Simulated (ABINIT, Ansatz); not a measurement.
# A GW chain in ABINIT: CsVN2 (Fd-3m)

Aim: the G0W0 gap of CsVN2 (Fd-3m) on PBEsol, step by step.

Main program and level: ABINIT 10.8.3; PBEsol and many-body steps on it, plane waves.

## 1. Starting point

Symmetry: Fd-3m, No. 227, cubic system. The conventional cell has a = 8.344 Å, b = 8.344 Å, c = 8.344 Å, α = 90.00°, β = 90.00°, γ = 90.00°. Nearest to Cs lie 12 N at 3.46 Å and 4 Cs at 3.61 Å and 4 V at 3.61 Å. V has 4 N at 1.81 Å nearest. N has 2 V at 1.81 Å and 6 Cs at 3.46 Å nearest. Farther neighbours and most contacts between anions are not listed.

Structure file:

```cif
data_structure
_symmetry_space_group_name_H-M 'P 1'
_symmetry_Int_Tables_number 1
_cell_length_a 5.9000
_cell_length_b 5.9000
_cell_length_c 5.9000
_cell_angle_alpha 60.000
_cell_angle_beta 60.000
_cell_angle_gamma 60.000
_cell_volume 145.23
loop_
_atom_site_label
_atom_site_type_symbol
_atom_site_fract_x
_atom_site_fract_y
_atom_site_fract_z
_atom_site_occupancy
Cs1 Cs 0.25000 0.25000 0.25000 1
Cs2 Cs 0.00000 0.00000 0.00000 1
V3 V 0.75000 0.75000 0.75000 1
V4 V 0.50000 0.50000 0.50000 1
N5 N 0.62500 0.62500 0.62500 1
N6 N 0.12500 0.62500 0.62500 1
N7 N 0.62500 0.12500 0.62500 1
N8 N 0.62500 0.62500 0.12500 1
```

The cell and positions are those that the Materials Project relaxed with its own functionals (PBE, PBE+U or r2SCAN), kept fixed. Spin-orbit coupling is left out unless a step names it.

## 2. Ground state

This step: ABINIT 10.8.3; DFT, PBEsol, plane waves, norm-conserving pseudopotentials.

The ground-state density comes first.

Input file run.abi:

```
acell 3*1.0 Angstrom
rprim 
  0.000000000000 4.171935907400 4.171935907400
  4.171935907400 0.000000000000 4.171935907400
  4.171935907400 4.171935907400 0.000000000000
ntypat 3
znucl 55 23 7
natom 8
typat 1 1 2 2 3 3 3 3
xred 
  0.250000000000 0.250000000000 0.250000000000
  -0.000000000000 0.000000000000 -0.000000000000
  0.750000000000 0.750000000000 0.750000000000
  0.500000000000 0.500000000000 0.500000000000
  0.625000000000 0.625000000000 0.625000000000
  0.125000000000 0.625000000000 0.625000000000
  0.625000000000 0.125000000000 0.625000000000
  0.625000000000 0.625000000000 0.125000000000
pp_dirpath "pseudos"
pseudos "Cs.upf, V.upf, N.upf"
ecut 38
ngkpt 4 4 4
nshiftk 1
shiftk 0 0 0
kptopt 1
chksymbreak 0
nband 40
occopt 1
tolvrs 1e-10
nstep 60
prtwf 0
optforces 0
optstress 0
indata_prefix "in"
outdata_prefix "out"
tmpdata_prefix "tmp"
```

Launch:

```
> OMP_NUM_THREADS=1 mpirun -n 4 abinit run.abi > log
```

Numbers of over 12 decimals in the logs are rounded to 6 here.

Log:

```text
.Version 10.8.3 of ABINIT. v10.8.2 released Aug 2026.

 Symmetries : space group Fd -3 m (#227); Bravais cF (face-center cubic)
================================================================================
 Values of the parameters that define the memory need of the present run
     intxc =       0    ionmov =       0      iscf =       7    lmnmax =       8
     lnmax =       8     mgfft =      64  mpssoang =       4    mqgrid =    3001
     natom =       8  nloc_mem =       1    nspden =       1   nspinor =       1
    nsppol =       1      nsym =      48    n1xccc =    2501    ntypat =       3
    occopt =       1   xclevel =       2
-    mband =          40        mffmem =           1         mkmem =           2
       mpw =       11002          nfft =      262144          nkpt =           8
================================================================================
  Rough estimation (10% accuracy) of disk space for files :
================================================================================

--------------------------------------------------------------------------------
------------- Echo of variables that govern the present computation ------------
--------------------------------------------------------------------------------
 -outvars: echo values of preprocessed input variables --------
            acell      1.8897261259E+00  1.8897261259E+00  1.8897261259E+00 Bohr

      chksymbreak           0
             ecut      3.80000000E+01 Hartree
-          fftalg         312

              ixc     -116133
              kpt      0.00000000E+00  0.00000000E+00  0.00000000E+00
                       2.50000000E-01  0.00000000E+00  0.00000000E+00
                       5.00000000E-01  0.00000000E+00  0.00000000E+00
                       2.50000000E-01  2.50000000E-01  0.00000000E+00
                       5.00000000E-01  2.50000000E-01  0.00000000E+00
                      -2.50000000E-01  2.50000000E-01  0.00000000E+00
                       5.00000000E-01  5.00000000E-01  0.00000000E+00
                      -2.50000000E-01  5.00000000E-01  2.50000000E-01
         kptrlatt        4    0    0      0    4    0      0    0    4
          kptrlen      4.45975996E+01
P           mkmem           2
            natom           8
            nband          40
            ngfft          64      64      64
             nkpt           8
            nstep          60
             nsym          48
           ntypat           3
              occ      2.000000  2.000000  2.000000  2.000000  2.000000  2.000000
                       2.000000  2.000000  2.000000  2.000000  2.000000  2.000000
                       2.000000  2.000000  2.000000  2.000000  2.000000  2.000000
                       2.000000  2.000000  2.000000  2.000000  2.000000  2.000000
                       2.000000  2.000000  2.000000  2.000000  2.000000  2.000000
                       2.000000  2.000000  0.000000  0.000000  0.000000  0.000000
                       0.000000  0.000000  0.000000  0.000000
        optforces           0
        optstress           0
            prtwf           0
            rprim      0.0000000000E+00  4.1719359074E+00  4.1719359074E+00
                       4.1719359074E+00  0.0000000000E+00  4.1719359074E+00
                       4.1719359074E+00  4.1719359074E+00  0.0000000000E+00
          spgroup         227

           tolvrs      1.00000000E-10

             xred      2.5000000000E-01  2.5000000000E-01  2.5000000000E-01
                       0.0000000000E+00  0.0000000000E+00  0.0000000000E+00
[...]
znucl       55.00000   23.00000    7.00000

================================================================================

 chkinp: Checking input parameters for consistency.

================================================================================
== DATASET  1 ==================================================================
-   mpi_nproc: 4, omp_nthreads: 1 (-1 if OMP is not activated)

--- !DatasetInfo
iteration_state: {dtset: 1, }
dimensions: {natom: 8, nkpt: 8, mband: 40, nsppol: 1, nspinor: 1, nspden: 1, mpw: 11002, }
cutoff_energies: {ecut:  38.0, pawecutdg:  -1.0, }
electrons: {nelect:   6.40000000E+01, charge:   0.00000000E+00, occopt:   1.00000000E+00, tsmear:   1.00000000E-02, }

 Real(R)+Recip(G) space primitive vectors, cartesian coordinates (Bohr,Bohr^-1):
 R(1)=  0.0000000  7.8838163  7.8838163  G(1)= -0.0634211  0.0634211  0.0634211
 R(2)=  7.8838163  0.0000000  7.8838163  G(2)=  0.0634211 -0.0634211  0.0634211
 R(3)=  7.8838163  7.8838163  0.0000000  G(3)=  0.0634211  0.0634211 -0.0634211
 Unit cell volume ucvol=  9.8003025E+02 bohr^3
 Angles (23,13,12)=  6.00000000E+01  6.00000000E+01  6.00000000E+01 degrees

 getcut: wavevector=  0.0000  0.0000  0.0000  ngfft=  64  64  64
         ecut(hartree)=     38.000   => boxcut(ratio)=   2.06858

--- Pseudopotential description ------------------------------------------------
- Cs Generated using ONCVPSP code by D. R. Hamann
- 55.00000   9.00000  180301                  znucl, zion, pspdat
12 -116133 3 -1 2384                          pspcod,pspxc,lmax,lloc,mmax
     nproj     2     2     2     2
  pspatm : epsatm=   22.12462466
         --- l  ekb(1:nproj) -->
[...]
pspatm: atomic psp has been read  and splines computed

[...]
12 -116133 1 -1 1058                          pspcod,pspxc,lmax,lloc,mmax
     nproj     2     2     0     0
  pspatm : epsatm=    5.26508482
         --- l  ekb(1:nproj) -->
[...]
pspatm: atomic psp has been read  and splines computed

   5.95872632E+03                                ecore*ucvol(ha*bohr**3)
--------------------------------------------------------------------------------

_setup2: Arith. and geom. avg. npw (full set) are   10965.922   10965.893

================================================================================

--- !BeginCycle
iteration_state: {dtset: 1, }
solver: {iscf: 7, nstep: 60, nline: 4, wfoptalg: 0, }
tolerances: {tolvrs: 1.00E-10, }

     iter   Etot(hartree)      deltaE(h)  residm     vres2
 ETOT  1  -233.71190291708    -2.337E+02 1.005E-01 7.825E+03
 ETOT  2  -210.81508903651     2.290E+01 1.258E-01 1.170E+05
 ETOT  3  -235.45301828865    -2.464E+01 5.319E-02 9.479E+02
 ETOT  4  -235.77670679331    -3.237E-01 5.916E-02 1.011E+02
 ETOT  5  -235.78396259087    -7.256E-03 2.873E-03 5.991E+00
 ETOT  6  -235.78538049568    -1.418E-03 1.859E-03 1.505E+00
 ETOT  7  -235.78574086552    -3.604E-04 1.767E-03 1.129E-01
 ETOT  8  -235.78576615591    -2.529E-05 1.584E-03 5.565E-03
 ETOT  9  -235.78576771024    -1.554E-06 1.344E-03 5.059E-04
 ETOT 10  -235.78576778027    -7.003E-08 8.439E-04 1.561E-05
 ETOT 11  -235.78576778694    -6.668E-09 5.970E-04 1.537E-06
 ETOT 12  -235.78576778739    -4.506E-10 4.892E-04 2.906E-07
 ETOT 13  -235.78576778749    -9.936E-11 2.490E-04 2.484E-08
 ETOT 14  -235.78576778752    -3.075E-11 3.541E-04 1.647E-09
 ETOT 15  -235.78576778751     7.759E-12 1.514E-04 4.684E-10
 ETOT 16  -235.78576778750     1.555E-11 2.215E-04 2.762E-12

 At SCF step   16       vres2   =  2.76E-12 < tolvrs=  1.00E-10 =>converged.

--- !ResultsGS
iteration_state: {dtset: 1, }
comment   : Summary of ground state results
lattice_vectors:
- [  0.0000000,   7.8838163,   7.8838163, ]
- [  7.8838163,   0.0000000,   7.8838163, ]
- [  7.8838163,   7.8838163,   0.0000000, ]
lattice_lengths: [  11.14940,   11.14940,   11.14940, ]
lattice_angles: [ 60.000,  60.000,  60.000, ] # degrees, (23, 13, 12)
lattice_volume:   9.8003025E+02
convergence: {deltae:  1.555E-11, res2:  2.762E-12, residm:  2.215E-04, diffor:  0.000E+00, }
etotal    :  -2.35785768E+02
entropy   :   0.00000000E+00
fermie    :   2.07852041E-01
cartesian_stress_tensor: null
pressure_GPa: null
xred      :
- [  2.5000E-01,   2.5000E-01,   2.5000E-01, Cs]
- [  0.0000E+00,   0.0000E+00,   0.0000E+00, Cs]
- [  7.5000E-01,   7.5000E-01,   7.5000E-01,  V]
- [  5.0000E-01,   5.0000E-01,   5.0000E-01,  V]
- [  6.2500E-01,   6.2500E-01,   6.2500E-01,  N]
- [  1.2500E-01,   6.2500E-01,   6.2500E-01,  N]
- [  6.2500E-01,   1.2500E-01,   6.2500E-01,  N]
- [  6.2500E-01,   6.2500E-01,   1.2500E-01,  N]
cartesian_forces: null
force_length_stats: {min: null, max: null, mean: null, }

 Integrated electronic density in atomic spheres:
 ------------------------------------------------
 Atom  Sphere_radius  Integrated_density
[...]
================================================================================

 ----iterations are completed or convergence reached----

 Mean square residual over all n,k,spin=   22.476E-07; max=  22.152E-05
 reduced coordinates (array xred) for    8 atoms
[...]
0.500000000000      0.500000000000      0.500000000000
       0.625000000000      0.625000000000      0.625000000000
       0.125000000000      0.625000000000      0.625000000000
       0.625000000000      0.125000000000      0.625000000000
       0.625000000000      0.625000000000      0.125000000000
 rms dE/dt=  0.0000E+00; max dE/dt=  0.0000E+00; dE/dt below (all hartree)
    1       0.000000000000      0.000000000000      0.000000000000
    2       0.000000000000      0.000000000000      0.000000000000
    3       0.000000000000      0.000000000000      0.000000000000
    4       0.000000000000      0.000000000000      0.000000000000
    5       0.000000000000      0.000000000000      0.000000000000
    6       0.000000000000      0.000000000000      0.000000000000
    7       0.000000000000      0.000000000000      0.000000000000
    8       0.000000000000      0.000000000000      0.000000000000

 cartesian coordinates (angstrom) at end:
    1      2.085968     2.085968     2.085968
    2      0.000000     0.000000     0.000000
    3      6.257904     6.257904     6.257904
    4      4.171936     4.171936     4.171936
    5      5.214920     5.214920     5.214920
    6      5.214920     3.128952     3.128952
    7      3.128952     5.214920     3.128952
    8      3.128952     3.128952     5.214920
 length scales=  1.889726125908  1.889726125908  1.889726125908 bohr
              =  1.000000000000  1.000000000000  1.000000000000 angstroms
 prteigrs : about to open file out_EIG
 Fermi (or HOMO) energy (hartree) =   0.20785   Average Vxc (hartree)=  -0.37653
 Eigenvalues (hartree) for nkpt=   8  k points:
 kpt#   1, nband= 40, wtk=  0.01563, kpt=  0.0000  0.0000  0.0000 (reduced coord)
  -2.14954   -2.14948   -1.19553   -1.19553   -1.19553   -1.19477   -1.19477   -1.19477
  -0.59007   -0.57051   -0.28735   -0.25060   -0.25060   -0.25060   -0.11542   -0.11542
  -0.11542   -0.08800   -0.08800   -0.08800    0.05999    0.05999    0.06753    0.06831
   0.06831    0.06831    0.13004    0.13004    0.13004    0.20713    0.20713    0.20713
   0.22731    0.22731    0.25422    0.25422    0.25422    0.33960    0.33960    0.34857
 prteigrs : prtvol=0 or 1, do not print more k-points.

--- !EnergyTerms
iteration_state     : {dtset: 1, }
comment             : Components of total free energy in Hartree
kinetic             :  9.77128081078760E+01
hartree             :  7.48676028539918E+01
xc                  : -4.82835462276322E+01
Ewald energy        : -1.38324822416491E+02
psp_core            :  6.08014529485794E+00
local_psp           : -2.32349192062986E+02
non_local_psp       :  4.51123666288771E+00
total_energy        : -2.35785767787496E+02
total_energy_eV     : -6.41605759857075E+03
band_energy         : -2.59700694836587E+01

== END DATASET(S) ==============================================================
================================================================================

 -outvars: echo values of variables after computation  --------
           etotal     -2.3578576779E+02
            nband          40
             nkpt           8
          spgroup         227
 [... the other variables as echoed above ...]

 Calculation completed.
```

It took 100 s on 4 MPI ranks of Arm Neoverse N1, shared host; peak memory 0.53 GiB.

Numbers from this step:

```yaml
total_energy: -6416.0576 eV
gap: 0.5295 eV
k_of_the_valence_top: 0.5, 0, 0
k_of_the_conduction_bottom: 0, 0, 0
least_direct_gap: 0.5491 eV
```

The gap is indirect, with the least direct gap 0.020 eV higher.

## 3. Empty states on the mesh, 2×2×2 mesh, 293 bands

The sums over transitions need many empty states on a uniform mesh; this step solves for them.

run.abi: that of step 2 with these lines changed.

```diff
@@ -21,3 +21,3 @@
 ecut 38
-ngkpt 4 4 4
+ngkpt 2 2 2
 nshiftk 1
@@ -26,9 +26,10 @@
 chksymbreak 0
-nband 40
-occopt 1
-tolvrs 1e-10
+iscf -2
+irdden 1
+istwfk *1
+nband 293
+nbdbuf 26
+tolwfr 1e-09
 nstep 60
-prtwf 0
-optforces 0
-optstress 0
+prtvol 0
 indata_prefix "in"
```

Log:

```text
.Version 10.8.3 of ABINIT. v10.8.2 released Aug 2026.

 Symmetries : space group Fd -3 m (#227); Bravais cF (face-center cubic)
[... echo of the input left out ...]
== DATASET  1 ==================================================================
-   mpi_nproc: 4, omp_nthreads: 1 (-1 if OMP is not activated)
-    --> not optimal distribution: autoparal keyword recommended in input file <--

--- !DatasetInfo
iteration_state: {dtset: 1, }
dimensions: {natom: 8, nkpt: 3, mband: 293, nsppol: 1, nspinor: 1, nspden: 1, mpw: 10969, }
cutoff_energies: {ecut:  38.0, pawecutdg:  -1.0, }
electrons: {nelect:   6.40000000E+01, charge:   0.00000000E+00, occopt:   1.00000000E+00, tsmear:   1.00000000E-02, }

 Real(R)+Recip(G) space primitive vectors, cartesian coordinates (Bohr,Bohr^-1):
 R(1)=  0.0000000  7.8838163  7.8838163  G(1)= -0.0634211  0.0634211  0.0634211
 R(2)=  7.8838163  0.0000000  7.8838163  G(2)=  0.0634211 -0.0634211  0.0634211
 R(3)=  7.8838163  7.8838163  0.0000000  G(3)=  0.0634211  0.0634211 -0.0634211
 Unit cell volume ucvol=  9.8003025E+02 bohr^3
 Angles (23,13,12)=  6.00000000E+01  6.00000000E+01  6.00000000E+01 degrees

 getcut: wavevector=  0.0000  0.0000  0.0000  ngfft=  64  64  64
         ecut(hartree)=     38.000   => boxcut(ratio)=   2.06858

--- Pseudopotential description ------------------------------------------------
- Cs Generated using ONCVPSP code by D. R. Hamann
- 55.00000   9.00000  180301                  znucl, zion, pspdat
12 -116133 3 -1 2384                          pspcod,pspxc,lmax,lloc,mmax
     nproj     2     2     2     2
  pspatm : epsatm=   22.12462466
         --- l  ekb(1:nproj) -->
             0    6.214110    0.767882
             1    6.311966    0.793598
             2    3.769790    0.913105
[...]
pspatm: atomic psp has been read  and splines computed

- V Generated using ONCVPSP code by D. R. Hamann
- 23.00000  13.00000  180301                  znucl, zion, pspdat
12 -116133 2 -1 1536                          pspcod,pspxc,lmax,lloc,mmax
     nproj     2     2     2     0
  pspatm : epsatm=   13.89775503
         --- l  ekb(1:nproj) -->
[...]
pspatm: atomic psp has been read  and splines computed

- N Generated using ONCVPSP code by D. R. Hamann
-  7.00000   5.00000  180301                  znucl, zion, pspdat
12 -116133 1 -1 1058                          pspcod,pspxc,lmax,lloc,mmax
     nproj     2     2     0     0
  pspatm : epsatm=    5.26508482
         --- l  ekb(1:nproj) -->
[...]
pspatm: atomic psp has been read  and splines computed

--------------------------------------------------------------------------------

================================================================================
 prteigrs : about to open file out_EIG
 Non-SCF case, kpt    1 (  0.00000  0.00000  0.00000), residuals and eigenvalues=
[...]
1.27E-04  4.43E-05  5.53E-05  2.15E-04  1.98E-04
 -2.1495E+00 -2.1495E+00 -1.1955E+00 -1.1955E+00 -1.1955E+00 -1.1948E+00
 -1.1948E+00 -1.1948E+00 -5.9007E-01 -5.7051E-01 -2.8735E-01 -2.5060E-01
 -2.5060E-01 -2.5060E-01 -1.1542E-01 -1.1542E-01 -1.1542E-01 -8.7996E-02
[...]
2.7430E+00  2.7526E+00  2.7526E+00  2.7526E+00  2.7531E+00  2.7531E+00
  2.7531E+00  2.7847E+00  2.8200E+00  2.8477E+00  2.8555E+00  2.8557E+00
  2.8561E+00  2.8665E+00  2.8675E+00  2.8692E+00  2.8703E+00
 prteigrs : prtvol=0 or 1, do not print more k-points.

--- !ResultsGS
iteration_state: {dtset: 1, }
comment   : Summary of ground state results
lattice_vectors:
- [  0.0000000,   7.8838163,   7.8838163, ]
- [  7.8838163,   0.0000000,   7.8838163, ]
- [  7.8838163,   7.8838163,   0.0000000, ]
lattice_lengths: [  11.14940,   11.14940,   11.14940, ]
lattice_angles: [ 60.000,  60.000,  60.000, ] # degrees, (23, 13, 12)
lattice_volume:   9.8003025E+02
convergence: {deltae:  0.000E+00, res2:  0.000E+00, residm:  9.970E-10, diffor:  0.000E+00, }
etotal    :  -2.35785768E+02
entropy   :   0.00000000E+00
fermie    :   2.07852041E-01
cartesian_stress_tensor: null
pressure_GPa: null
xred      :
- [  2.5000E-01,   2.5000E-01,   2.5000E-01, Cs]
- [  0.0000E+00,   0.0000E+00,   0.0000E+00, Cs]
- [  7.5000E-01,   7.5000E-01,   7.5000E-01,  V]
- [  5.0000E-01,   5.0000E-01,   5.0000E-01,  V]
- [  6.2500E-01,   6.2500E-01,   6.2500E-01,  N]
- [  1.2500E-01,   6.2500E-01,   6.2500E-01,  N]
- [  6.2500E-01,   1.2500E-01,   6.2500E-01,  N]
- [  6.2500E-01,   6.2500E-01,   1.2500E-01,  N]
cartesian_forces: null
force_length_stats: {min: null, max: null, mean: null, }

 Integrated electronic density in atomic spheres:
 ------------------------------------------------
 Atom  Sphere_radius  Integrated_density
[...]
================================================================================

 ----iterations are completed or convergence reached----

 Mean square residual over all n,k,spin=   45.988E-11; max=  99.700E-11
 reduced coordinates (array xred) for    8 atoms
[...]
0.625000000000      0.125000000000      0.625000000000
       0.625000000000      0.625000000000      0.125000000000

 cartesian coordinates (angstrom) at end:
    1      2.085968     2.085968     2.085968
    2      0.000000     0.000000     0.000000
    3      6.257904     6.257904     6.257904
[...]
7      3.128952     5.214920     3.128952
    8      3.128952     3.128952     5.214920
 length scales=  1.889726125908  1.889726125908  1.889726125908 bohr
              =  1.000000000000  1.000000000000  1.000000000000 angstroms
 prteigrs : about to open file out_EIG
 Eigenvalues (hartree) for nkpt=   3  k points:
 kpt#   1, nband=293, wtk=  0.12500, kpt=  0.0000  0.0000  0.0000 (reduced coord)
[...]
2.73997    2.73997    2.74304    2.74304    2.74304    2.75257    2.75257    2.75257
   2.75308    2.75308    2.75308    2.78472    2.82001    2.84768    2.85546    2.85569
   2.85609    2.86645    2.86754    2.86923    2.87029
 prteigrs : prtvol=0 or 1, do not print more k-points.

== END DATASET(S) ==============================================================
================================================================================

 -outvars: echo values of variables after computation  --------
            nband         293
             nkpt           3
          spgroup         227
 [... the other variables as echoed above ...]

 Calculation completed.
```

It took 5.3 min on 4 MPI ranks; peak memory 0.58 GiB.

This step gave:

- gap: 0.5295 eV
- k of the valence top: 0.5, 0, 0
- k of the conduction bottom: 0, 0, 0
- least direct gap: 0.5491 eV
- k points computed: 3
- lowest point of the top converged band, above the valence top: 68.3376 eV

On this mesh the gap is 0.530 eV.

(Part 1 of 2 ends here.)

[Paths, hosts, dates, memory and timing lines, banners, echoed tables and standing remarks are left out of the program output.]

[Logs are printed without paths, hosts, clocks, repeated set-up lines and the standing remarks that a program may print on its own settings, such as how far it seeks lower states.]

[Runs of the session that timed out or met a known fault of the program may be left out.]

[Hosts, paths, dates, database ids (printed as entryN), source tags and the programs' standing remarks are cut or masked in the printed files.]

[G0W0 gaps are taken among the corrected bands and points alone; a level outside them can change the order at an edge.]

[Where Ansatz stands beside ABINIT at settings called matched, ABINIT's density can come from a denser mesh and the files from another edition; pairs whose starting gaps differed by over 0.03 eV were left out, so agreement reads better than it is.]
